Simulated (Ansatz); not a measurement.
# LiCl (Fm-3m): a volume series of phonon spectra

Which modes of LiCl drive its thermal expansion?

What experiment has found for this phase:
- volume expansion coefficient 131.4 1e-6/K and heat capacity C_P per formula unit 48.1 J/mol/K near room temperature (given in “High-Throughput Prediction of Finite-Temperature Properties using the Quasi-Harmonic Approximation”, 2016, arXiv:1603.06924)
- volume expansion coefficient 131.1 1e-6/K near room temperature (given in “Descriptors for thermal expansion in solids”, 2017, arXiv:1701.03966)

Method: DFT LDA, scalar-relativistic, plane waves, PAW, in Ansatz 0.2.0.

Most raw output is cut from this account.

The database entry behind the starting cell differs from later determinations by our own check (0.1 to 0.3 % short, probably kX units), so it need not match the best structure at ambient conditions.

## 1. Starting point

Symmetry: Fm-3m, No. 225, cubic system. The conventional cell has a = 5.130 Å, b = 5.130 Å, c = 5.130 Å, α = 90.00°, β = 90.00°, γ = 90.00°. Nearest to Li lie 6 Cl at 2.56 Å. Nearest to Cl lie 6 Li at 2.56 Å. Farther neighbours and most contacts between anions are not listed.

## 2. A first coarse run

Before spending time, one coarse run tells the gap and the pressure of the starting cell.

File input.yaml:

```yaml
crystal:
  lattice:
    - [0.0, 2.56477, 2.56477]
    - [2.56477, 0.0, 2.56477]
    - [2.56477, 2.56477, 0.0]
  atoms:
    - { symbol: Li, position: [0.0, 0.0, 0.0] }
    - { symbol: Cl, position: [0.5, 0.5, 0.5] }
kpoints:
  mp_grid: { grid: [6, 6, 6] }
hamiltonian:
  xc: lda
scf:
  occupations: { method: gaussian, width: 0.1 }
output:
  forces: true
  stress: true
  eigenvalues: true
```

Launch:

```console
ansatz run input.yaml --threads 4 --pin off --max-ram 16384MiB --backend cpu --events-out ev --progress --plain --runs-dir out
```

Wall time 0.28 s (4 threads of Arm Neoverse V1, shared host); peak memory 0.25 GiB.

A gap read on the k-mesh alone can miss the band edges.

Numbers from this step:

```yaml
pressure: -3.233 GPa
gap_on_the_k_mesh: 5.986 eV
volume_per_atom: 16.87 Å³
```

The start is under -3.2 GPa at this level and looks like an insulator or semiconductor on this mesh.

## 3. Finding the static equilibrium

The vibrations must be taken about the equilibrium of this functional, not about the starting cell, so the structure is relaxed.

input.yaml, the sections that differ from step 2:

```yaml
kpoints:
  mp_grid: { grid: [8, 8, 8] }
scf:
  occupations: { method: gaussian, width: 0.02 }
output:
  forces: true
  stress: true
  eigenvalues: true
  write_density: true
  write_potential: true
  elf: true
  volumetric_format: npy
relax:
  adjacent_minimum: "off"
  f_tol: 0.005
  max_steps: 80
  cell: { stress_tol: 0.05 }
# crystal, hamiltonian: as in step 2
```

Run time: 1.3 s. Hardware: 4 threads; peak memory 0.28 GiB; 3.9 s of CPU time.

The steps of the relaxation:

```tsv
step	energy less that of the first step (eV)	largest force component (eV/Å)	pressure (GPa)	volume (Å³)
1	0.0000	0.0000	-3.24	33.74
2	-0.0313	0.0000	-1.18	31.54
3	-0.0348	0.0000	0.24	30.41
4	-0.0349	0.0000	0.00	30.58
5*	-0.0348	0.0000	0.01	30.58
```

Relaxation steps marked * repeat the geometry before them on a plane-wave basis chosen anew for their cell, so energy and pressure can jump there.

Forces are held to the 48 operations that the run works with; a distortion that breaks them can't arise in this run.

```tsv
conventional cell, symmetrised	before	after	change
a (Å)	5.130	4.964	-3.2 %
b (Å)	5.130	4.964	-3.2 %
c (Å)	5.130	4.964	-3.2 %
volume (Å³/atom)	16.87	15.29	-9.4 %
```

The relaxed structure:

```
Li Cl
1.0
     0.00000    2.48207    2.48207
     2.48207    0.00000    2.48207
     2.48207    2.48207    0.00000
Li Cl
1 1
Direct
  0.00000 0.00000 0.00000
  0.50000 0.50000 0.50000
```

Numbers from this step:

```yaml
pressure: 0.006099 GPa
gap_on_the_k_mesh: 6.489 eV
volume_per_atom: 15.29 Å³
```

Valence density in the ac plane of the conventional cell at fractional y = 0.000, with atoms of Li and Cl within 0.2 Å of it. It is the smooth field of the valence electrons, not physical close to the nuclei.

Ten steps, logarithmic in the rise over the least value, from '_' (0.1 e/Å³) to '@' (7.1 e/Å³), each cell a mean:
```
@@++__::==****++**++--..--%%
==..__..--++******==::____--
..______..--======::..____..
--::..____..::::..____..::--
++++--..______..______::==++
****++::__..++**--__..==****
--**++--..==@@@@**..::==**++
++**++--..--%%@@++__::==****
****==::____--==..__..--++**
====::..____....______..--==
::..____..::----::..____..::
..______::==++++++--..______
**--__..==********++::__..++
@@**..::==**++--**++--..==@@
```
Columns run along a (5.0 Å), rows up along c (5.0 Å), edges of the conventional cell, whose origin can differ from the input's. Atoms in or near the plane, at fractional coordinates: Li at (0.00, 0.00), Li at (0.50, 0.50), Cl at (0.50, 0.00), Cl at (0.00, 0.50).

Electrostatic potential energy in the ac plane of the conventional cell at fractional y = 0.000, with atoms of Li and Cl within 0.2 Å of it. With pseudopotentials it is smooth inside the atoms' cores, unlike the true potential.

Values in eV, 14 rows by 14 columns, each cell a mean:
```
-27 -14   2   5   0 -25 -45 -47 -38  -9   5   4  -6 -22
 -8  -1   5   7   5  -7 -25 -29 -16   1   7   6   2  -6
  4   5   7   8   7   5   0  -1   3   7   8   7   6   4
  4   6   7   8   8   7   5   5   6   7   8   8   7   5
-12  -3   5   7   7   5   2   0   3   6   7   7   1  -9
-41 -28  -3   6   5  -1 -14 -17  -7   3   6   3 -16 -38
-48 -41 -12   4   4  -8 -27 -32 -17   0   5  -1 -29 -47
-47 -38  -9   5   4  -6 -22 -27 -14   2   5   0 -25 -45
-29 -16   1   7   6   2  -6  -8  -1   5   7   5  -7 -25
 -1   3   7   8   7   6   4   4   5   7   8   7   5   0
  5   6   7   8   8   7   5   4   6   7   8   8   7   5
  0   3   6   7   7   1  -9 -12  -3   5   7   7   5   2
-17  -7   3   6   3 -16 -38 -41 -28  -3   6   5  -1 -14
-32 -17   0   5  -1 -29 -47 -48 -41 -12   4   4  -8 -27
```
Columns run along a (5.0 Å; values clipped at the 3rd and 97th percentile), rows up along c (5.0 Å), edges of the conventional cell, whose origin can differ from the input's. Atoms in or near the plane, at fractional coordinates: Li at (0.00, 0.00), Li at (0.50, 0.50), Cl at (0.50, 0.00), Cl at (0.00, 0.50).

ELF in the ac plane of the conventional cell at fractional y = 0.000, with atoms of Li and Cl within 0.2 Å of it. It is the smooth field of the valence electrons, not physical close to the nuclei.

Ten even steps from '0' (0.41 × 1e-1) to '9' (9.75 × 1e-1), each cell a mean:
```
94048865887117
10037888885101
21014788752011
76311345410257
88730000001588
78861045204788
37872199505885
58871179404886
88851011003788
87520112101478
54102577631134
00015888873000
52047887886104
95058853787219
```
Columns run along a (5.0 Å), rows up along c (5.0 Å), edges of the conventional cell, whose origin can differ from the input's. Atoms in or near the plane, at fractional coordinates: Li at (0.00, 0.00), Li at (0.50, 0.50), Cl at (0.50, 0.00), Cl at (0.00, 0.50).

The relaxation ends with a pressure of 0.01 GPa.

## 4. A second relaxation

The relaxation is run once more from where the first one ended, as the script does after a large change of volume or of the gap, with mesh and occupations reviewed.

Changes to input.yaml since step 3:

```diff
@@ -2,5 +2,5 @@
   lattice:
-    - [0.0, 2.56477, 2.56477]
-    - [2.56477, 0.0, 2.56477]
-    - [2.56477, 2.56477, 0.0]
+    - [0.0, 2.4820710061, 2.4820710061]
+    - [2.4820710061, 0.0, 2.4820710061]
+    - [2.4820710061, 2.4820710061, 0.0]
   atoms:
```

The job ended after 0.58 s (4 threads; peak memory 0.28 GiB).

Little changed from the start: no atom moved by 0.005 Å and no cell edge by 0.1 %.

This step gave:

- pressure: 0.006090 GPa

Electrostatic potential energy in the ac plane of the conventional cell at fractional y = 0.000, with atoms of Li and Cl within 0.2 Å of it. With pseudopotentials it is smooth inside the atoms' cores, unlike the true potential.

Values in eV, 14 rows by 14 columns, each cell a mean:
```
-27 -14   2   5   0 -25 -45 -47 -38  -9   5   4  -6 -22
 -8  -1   5   7   5  -7 -25 -29 -16   1   7   6   2  -6
  4   5   7   8   7   5   0  -1   3   7   8   7   6   4
  4   6   7   8   8   7   5   5   6   7   8   8   7   5
-12  -3   5   7   7   5   2   0   3   6   7   7   1  -9
-41 -28  -3   6   5  -1 -14 -17  -7   3   6   3 -16 -38
-48 -41 -12   4   4  -8 -27 -32 -17   0   5  -1 -29 -47
-47 -38  -9   5   4  -6 -22 -27 -14   2   5   0 -25 -45
-29 -16   1   7   6   2  -6  -8  -1   5   7   5  -7 -25
 -1   3   7   8   7   6   4   4   5   7   8   7   5   0
  5   6   7   8   8   7   5   4   6   7   8   8   7   5
  0   3   6   7   7   1  -9 -12  -3   5   7   7   5   2
-17  -7   3   6   3 -16 -38 -41 -28  -3   6   5  -1 -14
-32 -17   0   5  -1 -29 -47 -48 -41 -12   4   4  -8 -27
```
Columns run along a (5.0 Å; values clipped at the 3rd and 97th percentile), rows up along c (5.0 Å), edges of the conventional cell, whose origin can differ from the input's. Atoms in or near the plane, at fractional coordinates: Li at (0.00, 0.00), Li at (0.50, 0.50), Cl at (0.50, 0.00), Cl at (0.00, 0.50).

Valence density in the ac plane of the conventional cell at fractional y = 0.000, with atoms of Li and Cl within 0.2 Å of it. It is the smooth field of the valence electrons, not physical close to the nuclei.

Values in e/Å³, 14 rows by 14 columns, each cell a mean:
```
4.6 1.1 0.1 0.2 0.6 1.5 1.4 1.0 1.7 1.0 0.3 0.1 0.3 3.0
0.4 0.1 0.1 0.1 0.3 0.9 1.5 1.6 1.2 0.6 0.2 0.1 0.1 0.3
0.1 0.1 0.1 0.1 0.2 0.3 0.6 0.6 0.5 0.2 0.1 0.1 0.1 0.1
0.3 0.3 0.1 0.1 0.1 0.1 0.2 0.2 0.2 0.1 0.1 0.1 0.2 0.3
1.1 0.8 0.4 0.1 0.1 0.1 0.1 0.1 0.1 0.1 0.1 0.2 0.6 1.0
1.6 1.5 0.8 0.3 0.1 0.1 1.1 1.8 0.4 0.1 0.2 0.5 1.2 1.7
0.4 1.6 1.1 0.3 0.1 0.4 4.6 7.1 1.8 0.1 0.2 0.6 1.6 1.0
1.0 1.7 1.0 0.3 0.1 0.3 3.0 4.6 1.1 0.1 0.2 0.6 1.5 1.4
1.6 1.2 0.6 0.2 0.1 0.1 0.3 0.4 0.1 0.1 0.1 0.3 0.9 1.5
0.6 0.5 0.2 0.1 0.1 0.1 0.1 0.1 0.1 0.1 0.1 0.2 0.3 0.6
0.2 0.2 0.1 0.1 0.1 0.2 0.3 0.3 0.3 0.1 0.1 0.1 0.1 0.2
0.1 0.1 0.1 0.1 0.2 0.6 1.0 1.1 0.8 0.4 0.1 0.1 0.1 0.1
1.8 0.4 0.1 0.2 0.5 1.2 1.7 1.6 1.5 0.8 0.3 0.1 0.1 1.1
7.1 1.8 0.1 0.2 0.6 1.6 1.0 0.4 1.6 1.1 0.3 0.1 0.4 4.6
```
Columns run along a (5.0 Å), rows up along c (5.0 Å), edges of the conventional cell, whose origin can differ from the input's. Atoms in or near the plane, at fractional coordinates: Li at (0.00, 0.00), Li at (0.50, 0.50), Cl at (0.50, 0.00), Cl at (0.00, 0.50).

ELF in the ac plane of the conventional cell at fractional y = 0.000, with atoms of Li and Cl within 0.2 Å of it. It is the smooth field of the valence electrons, not physical close to the nuclei.

Ten even steps from '0' (0.41 × 1e-1) to '9' (9.75 × 1e-1), each cell a mean:
```
94048865887117
10037888885101
21014788752011
76311345410257
88730000001588
78861045204788
37872199505885
58871179404886
88851011003788
87520112101478
54102577631134
00015888873000
52047887886104
95058853787219
```
Columns run along a (5.0 Å), rows up along c (5.0 Å), edges of the conventional cell, whose origin can differ from the input's. Atoms in or near the plane, at fractional coordinates: Li at (0.00, 0.00), Li at (0.50, 0.50), Cl at (0.50, 0.00), Cl at (0.00, 0.50).

## 5. Tight relaxation

The thresholds are tightened for a last relaxation ahead of the phonons, and where mesh or smearing change with them the cell follows.

input.yaml, the sections that differ from step 4:

```yaml
scf:
  occupations: { method: fixed }
output:
  forces: true
  stress: true
  eigenvalues: true
relax:
  adjacent_minimum: "off"
  f_tol: 0.001
  max_steps: 60
  cell: { stress_tol: 0.01 }
# crystal, kpoints, hamiltonian: as in step 4
```

Elapsed: 0.56 s, on 4 threads; peak memory 0.27 GiB; 1.5 s of CPU time.

Little changed from the start: no atom moved by 0.005 Å and no cell edge by 0.1 %.

This step gave:

| Quantity | Value |
| --- | --- |
| pressure | 0.006094 GPa |

The residual pressure is 0.0061 GPa, small enough for phonons.

## 6. Lattice dynamics at this volume, V/V0 1

Phonons at this volume give one point of F(V, T); meshes stay fixed along the series.

input.yaml, the sections that differ from step 5:

```yaml
output:
  eigenvalues: true
phonons:
  method: dfpt
  dielectric: true
  rigid_motions: translations
  qmesh: [4, 4, 4]
  temperatures: { t_max: 1000, t_step: 50 }
  qpath:
    path:
      - [[0.0, 0.0, 0.0], [0.5, 0.0, 0.5], [0.625, 0.25, 0.625]]
      - [[0.375, 0.375, 0.75], [0.0, 0.0, 0.0], [0.5, 0.5, 0.5], [0.5, 0.25, 0.75], [0.5, 0.0, 0.5]]
    npoints: 10
# crystal, kpoints, hamiltonian, scf: as in step 5
# relax: removed
```

Elapsed: 25 s, on 4 threads; peak memory 0.61 GiB; 94 s of CPU time.

This step gave:

- Γ frequencies: 0, 0, 0, 228.3, 228.3, 228.3 cm⁻¹ (negative: imaginary)
- lowest frequency on the path: 0 cm⁻¹
- zero-point energy: 0.07850 eV/cell
- point group: m-3m
- highest frequency: 418.0 cm⁻¹
- Debye temperature from the second moment: 418 K

LO-TO term included. The phonon branches at the labelled points (cm⁻¹):

```tsv
point	branch 1	branch 2	branch 3	branch 4	branch 5	branch 6
Γ	0	0	0	228	228	413
halfway	98	98	167	237	237	338
X	128	128	193	242	242	265
halfway	132	146	191	241	255	264
U	137	177	183	240	259	288
jump to K	137	177	183	240	259	288
halfway	107	115	168	223	248	387
Γ	0	0	0	228	228	413
halfway	90	90	153	231	231	415
L	127	127	215	233	233	418
halfway	138	158	196	237	247	348
W	164	170	170	255	255	275
halfway	143	149	188	247	259	263
X	128	128	193	242	242	265
```

Tetrahedra on 24 24 24, mean over bins of 5 cm⁻¹. Table of phonon density of states by wavenumber; read off at these points:

wavenumber (cm⁻¹), phonon density of states (1/cm⁻¹/cell) and a bar:
```
        2      0.000 
       18      0.000 
       32      0.001 
       48      0.001 
       58      0.002 #
       72      0.004 #
       88      0.006 ##
      102      0.011 ###
      118      0.021 ######
      132      0.047 ##############
      148      0.027 ########
      158      0.021 ######
      172      0.014 ####
      188      0.049 ##############
      202      0.010 ###
      218      0.000 
      232      0.071 #####################
      238      0.103 ##############################
      248      0.056 ################
      262      0.004 #
      272      0.005 #
      288      0.006 ##
      302      0.006 ##
      318      0.006 ##
      332      0.006 ##
      348      0.006 ##
      362      0.007 ##
      372      0.007 ##
      388      0.007 ##
      402      0.008 ##
      418      0.001
```

Harmonic. Thermo, by row:

```tsv
T (K)	F_vib (meV/atom)	S (J/mol-atom/K)	C_V (J/mol-atom/K)
0	39.25	0	0
50	39.07	1.438	4.101
100	36.95	7.102	12.77
150	31.64	13.34	17.78
200	23.26	18.85	20.4
250	12.24	23.57	21.85
300	-1.06	27.64	22.72
350	-16.32	31.19	23.27
400	-33.31	34.32	23.64
450	-51.84	37.12	23.91
500	-71.74	39.65	24.1
550	-92.89	41.95	24.24
600	-115.2	44.07	24.35
650	-138.5	46.02	24.43
700	-162.9	47.83	24.5
750	-188.1	49.53	24.56
800	-214.2	51.11	24.61
850	-241.1	52.61	24.64
900	-268.7	54.02	24.68
950	-297	55.35	24.7
1000	-326	56.62	24.73
```

The modes has structure finer than the step of the table below, so its rows give means over 10 cm⁻¹, whole bins alone (the curve runs from -10 to 441 cm⁻¹). Peaks (cm⁻¹: height): Cl 134.5: 0.0433, 188.4: 0.0392, 242.2: 0.0105; Li 236.5: 0.0853.

Phonopy on the run's constants, 19x19x19 mesh, Gaussian sigma 3.2 cm⁻¹. Modes against wavenumber; means over each step; values in 1/cm⁻¹/cell:

```tsv
wavenumber (cm⁻¹)	Cl	Li
0	3.0e-5	5.7e-6
10	1.0e-5	1.1e-6
20	2.3e-4	4.3e-5
30	3.3e-4	6.2e-5
40	9.4e-4	1.7e-4
50	0.00119	2.0e-4
60	0.00199	3.3e-4
70	0.00330	5.1e-4
80	0.00414	6.0e-4
90	0.00630	8.7e-4
100	0.00934	0.00118
110	0.0137	0.00155
120	0.0229	0.00216
130	0.0391	0.00310
140	0.0362	0.00265
150	0.0240	0.00180
160	0.0192	0.00151
170	0.0157	0.00140
180	0.0182	0.00210
190	0.0353	0.00446
200	0.0169	0.00186
210	0.00392	4.4e-4
220	8.4e-4	0.00566
230	0.00410	0.0465
240	0.00971	0.0755
250	0.00677	0.0389
260	0.00199	0.0118
270	4.1e-4	0.00538
280	1.5e-4	0.00564
290	1.0e-4	0.00582
300	9.1e-5	0.00622
310	8.5e-5	0.00552
320	9.3e-5	0.00635
330	1.2e-4	0.00569
340	1.5e-4	0.00680
350	1.7e-4	0.00539
360	2.3e-4	0.00681
370	2.8e-4	0.00630
380	3.3e-4	0.00655
390	4.2e-4	0.00658
400	5.6e-4	0.00778
410	5.6e-4	0.00643
420	7.2e-5	0.00132
430	0	9.8e-6
```

Born charge (rows field, columns displacement) (e), principal values of the symmetric part by kind of site:

```tsv
atom	atoms with these values	low	middle	high	mean
Li1	1	1.16	1.16	1.16	1.16
Cl2	1	-1.16	-1.16	-1.16	-1.16
```

In full for Cl2:

```
-1.16  0.00  0.00
 0.00 -1.16  0.00
 0.00  0.00 -1.16
```

ε∞:

```
3.18 0.00 0.00
0.00 3.18 0.00
0.00 0.00 3.18
```

No LO-TO term. Modes at Γ, with each element's share of the kinetic energy:

```tsv
mode	frequency (cm⁻¹)	symmetry	Li %	Cl %
1	0.0	T1u	16	84
2	0.0	T1u	16	84
3	0.0	T1u	16	84
4	228.3	T1u	84	16
5	228.3	T1u	84	16
6	228.3	T1u	84	16
```

Displacements in mode 6 (228.3 cm⁻¹), the largest set to 1:
```
Li1  0.00  1.00  0.80
Cl2  0.00 -0.20 -0.16
```

No mode is imaginary beyond numerical noise at the solved wavevectors.

## 7. A cell at another volume, V/V0 1.015

Symmetry fixes every atom, so a single point at the scaled cell gives the energy and pressure of this member.

The cell differs from the one that the last finished run ended in (a 3.510 → 3.528 Å, b 3.510 → 3.528 Å, c 3.510 → 3.528 Å).

input.yaml, the sections that differ from step 6:

```yaml
crystal:
  lattice:
    - [0.0, 2.4944198213, 2.4944198213]
    - [2.4944198213, 0.0, 2.4944198213]
    - [2.4944198213, 2.4944198213, 0.0]
  atoms:
    - { symbol: Li, position: [0.0, 0.0, 0.0] }
    - { symbol: Cl, position: [0.5, 0.5, 0.5] }
output:
  forces: true
  stress: true
  eigenvalues: true
# kpoints, hamiltonian, scf: as in step 6
# phonons: removed
```

Elapsed: 0.33 s, on 4 threads; peak memory 0.26 GiB.

Numbers from this step:

| Property | Result |
| --- | --- |
| pressure | -0.5834 GPa |
| gap on the k-mesh | 6.475 eV |
| volume per atom | 15.52 Å³ |

At this level the gap is 6.47 eV on the k-mesh of the self-consistent run, which can miss the band edges.

## 8. Phonons, V/V0 1.015

The same q-mesh and k-mesh are kept at every volume, so that much of their error can cancel in the differences.

input.yaml, the sections that differ from step 7:

```yaml
output:
  eigenvalues: true
phonons:
  method: dfpt
  dielectric: true
  rigid_motions: translations
  qmesh: [4, 4, 4]
  temperatures: { t_max: 1000, t_step: 50 }
  qpath:
    path:
      - [[0.0, 0.0, 0.0], [0.5, 0.0, 0.5], [0.625, 0.25, 0.625]]
      - [[0.375, 0.375, 0.75], [0.0, 0.0, 0.0], [0.5, 0.5, 0.5], [0.5, 0.25, 0.75], [0.5, 0.0, 0.5]]
    npoints: 10
# crystal, kpoints, hamiltonian, scf: as in step 7
```

Wall time 25 s (4 threads); peak memory 0.62 GiB; 96 s of CPU time.

LO-TO term included. Phonon branches along the path, in cm⁻¹:

```tsv
point	branch 1	branch 2	branch 3	branch 4	branch 5	branch 6
Γ	0	0	0	218	218	407
halfway	97	97	162	226	226	332
X	128	128	192	231	231	255
halfway	130	144	190	231	246	254
U	134	174	182	230	249	280
jump to K	134	174	182	230	249	280
halfway	103	113	164	214	238	381
Γ	0	0	0	218	218	407
halfway	87	87	149	222	222	409
L	122	122	210	225	225	412
halfway	134	155	193	228	238	342
W	160	168	168	245	245	268
halfway	142	146	187	237	250	252
X	128	128	192	231	231	255
```

No mode is imaginary beyond numerical noise at the solved wavevectors. The highest zone-centre mode (no LO–TO term) moved by -4.5 % for a volume change of +1.5 %.

## 9. Single point at a scaled cell, V/V0 0.985

The cell differs from the one that the last finished run ended in (a 3.528 → 3.493 Å, b 3.528 → 3.493 Å, c 3.528 → 3.493 Å).

input.yaml, the sections that differ from step 8:

```yaml
crystal:
  lattice:
    - [0.0, 2.469598077, 2.469598077]
    - [2.469598077, 0.0, 2.469598077]
    - [2.469598077, 2.469598077, 0.0]
  atoms:
    - { symbol: Li, position: [0.0, 0.0, 0.0] }
    - { symbol: Cl, position: [0.5, 0.5, 0.5] }
output:
  forces: true
  stress: true
  eigenvalues: true
# kpoints, hamiltonian, scf: as in step 8
# phonons: removed
```

The job ended after 0.32 s (4 threads; peak memory 0.26 GiB; 0.75 s of CPU time).

The run ends at a pressure of 0.64 GPa.

(Continued in part 2 of 2.)

[Logs are printed without paths, hosts, clocks, repeated set-up lines and the standing remarks that a program may print on its own settings, such as how far it seeks lower states.]

[Hosts, paths, dates, database ids (printed as entryN), source tags and the programs' standing remarks are cut or masked in the printed files.]

[A step with changed settings may run another functional than the one named; its input shows which.]


